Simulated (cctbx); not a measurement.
## Resonant diffraction in TbPr2Mn2In4Si6

Space group I4/mmm (no. 139), a = 4.2260 Å, b = 4.2260 Å, c = 33.9550 Å, α = 90.00°, β = 90.00°, γ = 90.00°.

```csv
atom,mult.,x,y,z,Ueq (Å²)
Tb1,2,0,0,0,0.0220
Pr1,4,0,0,0.3318,0.0189
In1,8,1/2,0,0.4168,0.0228
Mn1,4,0,1/2,1/4,0.0241
Si1,4,0,0,0.4571,0.0404
Si2,4,1/2,1/2,0.2922,0.0322
Si3,4,0,0,0.1227,0.0332
```

The model was made for the exercise: a known structure type with other elements put in, its volume estimated, not relaxed; displacement parameters are assumed.

Calculated with cctbx: free-atom f′ and f″ from the Sasaki tables, no fine structure; amplitudes in electrons.

| E (eV) | F 0 2 2 | F 1 0 3 | F 0 2 0 | F 2 2 0 |
| --- | --- | --- | --- | --- |
| 27340 | 66.8 | 222.1 | 658.2 | 508.5 |
| 27690 | 63.9 | 221.9 | 652.3 | 503.2 |
| 27820 | 61.5 | 221.9 | 647.4 | 498.8 |
| 27880 | 59.2 | 221.9 | 642.8 | 494.6 |
| 27910 | 56.9 | 221.9 | 638.1 | 490.4 |
| 27925 | 54.7 | 221.9 | 633.7 | 486.4 |
| 27932 | 52.6 | 221.9 | 629.6 | 482.7 |
| 27936 | 50.8 | 221.8 | 625.9 | 479.3 |
| 27944 | 48.9 | 221.8 | 619.6 | 473.8 |
| 27948 | 52.3 | 221.8 | 626.6 | 480.2 |
| 27955 | 55.4 | 221.8 | 632.9 | 485.8 |
| 27970 | 58.0 | 221.8 | 638.3 | 490.7 |
| 28000 | 60.5 | 221.8 | 643.4 | 495.3 |
| 28090 | 63.7 | 221.8 | 649.9 | 501.2 |
| 28340 | 67.2 | 221.7 | 657.0 | 507.5 |

**Question.** Which edge is crossed, and why do the reflections move as they do?

The K edge of In. The edge is at 27940 eV. f′ of In falls from -4.8 e at 27820 eV to -7.8 e at 4 eV below it, and f″ steps from 0.56 to 3.58 e across it. Over that approach |F| changes by -17 % (0 2 2), -0 % (1 0 3), -3 % (0 2 0) and -4 % (2 2 0): a reflection falls where In scatters in phase with the total and rises where it scatters against it; it hardly moves where the In term is small or cancels by symmetry. Above the edge the larger f″ enters the imaginary part, where it can add to or cancel the other atoms' f″. The structure is centrosymmetric, so Friedel mates stay equal.

[Logs are printed without paths, hosts, clocks, repeated set-up lines and the standing remarks that a program may print on its own settings, such as how far it seeks lower states.]
